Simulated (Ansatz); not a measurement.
# CuH8C6N2Cl2 (C2/m) (152 atoms) under strain: runs compared

How stiff is CuH8C6N2Cl2 (C2/m) (152 atoms)?

Computed with Ansatz 0.2.0: Kohn-Sham DFT, LDA, PAW (set soft_2), plane waves.

**1. The cell as built**

The cell holds 152 atoms: 8 Cu, 64 H, 48 C, 16 N and 16 Cl. Cell: a = 12.819 Å, b = 13.806 Å, c = 9.576 Å, α = 90.0°, β = 106.0°, γ = 90.0°. It derives from CuH8C6N2Cl2 (C2/m), repeated 1×2×1. CuH8C6N2Cl2, space group C2/m, structure from the Crystallography Open Database, 1 x 2 x 1 conventional cells; every coordinate displaced by a Gaussian of 0.02 Å; bonds to H set to neutron lengths (C-H 1.089, N-H 1.015, O-H 0.983, B-H 1.19 Å) where the listed ones are shorter.

Limits known from the start: The main run has no spin polarisation, so moments on Cu can't form in it, and no Hubbard term.

**2. The reference run**

The reference is a single point at the end of the relaxation.

Every strained cell starts from the geometry of this run, and its atoms are relaxed with the cell held.

Its input, with most atom lines left out:

```yaml
crystal:
  lattice:
    - [12.20986, -0.03292, -0.14623]
    - [-0.03545, 13.42854, -0.02792]
    - [-2.61625, -0.01184, 9.02784]
  atoms:
    - { symbol: Cu, position: [0.952, 0.25094, 0.65718] }
    - { symbol: Cu, position: [0.04429, 0.2521, 0.34301] }
    - { symbol: Cu, position: [0.45591, 0.99768, 0.65648] }
    - { symbol: Cu, position: [0.54825, 0.99875, 0.34252] }
    - { symbol: H, position: [0.82502, 0.40864, 0.46302] }
    - { symbol: H, position: [0.17464, 0.41061, 0.53257] }
    - { symbol: H, position: [0.32958, 0.15385, 0.46265] }
    [... atom lines 8 to 152 left out ...]
kpoints:
  mp_grid: { grid: [1, 1, 2] }
hamiltonian:
  xc: lda
scf:
  occupations: { method: gaussian, width: 0.05 }
output:
  forces: true
  stress: true
  populations: true
  dos:
    method: { smearing: { sigma: 0.08 } }
    de: 0.1
    projected: { site_lists: { C: [C], Cl: [Cl], Cu: [Cu], H: [H], "N": ["N"] } }
  eigenvalues: true
  write_density: true
  write_potential: true
  volumetric_format: npy
```

| Property | Result |
| --- | --- |
| free energy per atom | -577.7297 eV/atom |
| r.m.s. force component | 0.0041 eV/Å |
| pressure | -0.01206 GPa |

7 levels are partly filled, by over 2 % (on the run's k-points): at this level the cell shows no clear gap.

**3. The runs**

Each row is one run, on 4 threads of Arm Neoverse V2, shared host. The free energy is the program's total, comparable only between runs with the same functional, potentials and atoms.

```
                                 run  atoms    outcome  ionic steps, all passes  free energy (eV)     time  host memory (GiB)
           Single point at the start    152  converged                        -        -87810.686     42 s                6.4
              Cell and atoms relaxed    152  converged                       30        -87814.920   21 min                6.5
Single point at the relaxed geometry    152  converged                        -        -87814.920     77 s                5.9
                         Volume -3 %    152  converged                        5        -87814.786  3.9 min                5.7
                         Volume +3 %    152  converged                        7        -87814.801  5.7 min                6.1
                         Volume -6 %    152  converged                        5        -87814.348  3.9 min                5.5
                         Volume +6 %    152  converged                        6        -87814.501  4.5 min                6.2
                        Volume -10 %    152  converged                       21        -87813.282   15 min                5.4
            Stretched by 1 % along x    152  converged                        3        -87814.906  2.2 min                5.9
```

In some runs the program notes that the SCF threshold is loose for the stress.

**4. Pressure against volume**

Atoms are relaxed at each volume, in the scaled cell.

```
volume change (%)  volume (Å³/atom)  energy change (meV/atom)  pressure (GPa)  largest move on relaxing (Å)  bonds
              -10             8.734                     10.78            4.21                          1.14      -
               -6             9.122                      3.76            2.17                          0.12      -
               -3             9.413                      0.88            0.94                          0.06      -
               +0             9.704                      0.00           -0.01                             -      -
               +3             9.995                      0.78           -0.77                          0.06      -
               +6            10.287                      2.76           -1.32                          0.15      -
```

**5. Uniaxial strain and shear**

Stress (GPa, compression positive) less that of the relaxed cell, atoms relaxed:

```
                  strain      xx      yy      zz     xy  energy change (meV/atom)
stretched by 1 % along x  -0.241  -0.157  -0.121  0.004                      0.09
```

**6. What came out**

The bulk modulus, from the slope of pressure against ln V over the three points nearest the relaxed volume, is 28.6 GPa; a quadratic over all points gives a pressure derivative of about 7.7. At -10 % some atom moved by over 0.5 Å on relaxing, so that point may sit in another local minimum.

**Limits.** Strains are finite and relaxations stop at the force tolerance of the input, which can leave moduli too stiff; they are those of a static cell at zero temperature. Volumes are changed with the cell's shape held, so in an anisotropic solid the modulus lies over the one under free hydrostatic load. The program notes that the SCF threshold of the relaxations is loose for the stress. The reference functional has no dispersion term, which matters for the binding between molecules or layers, where LDA binds through overlap of densities alone.

The DFT runs together took 59 min of wall time.

[Logs are printed without paths, hosts, clocks, repeated set-up lines and the standing remarks that a program may print on its own settings, such as how far it seeks lower states.]

[Hosts, paths, dates, database ids (printed as entryN), source tags and the programs' standing remarks are cut or masked in the printed files.]
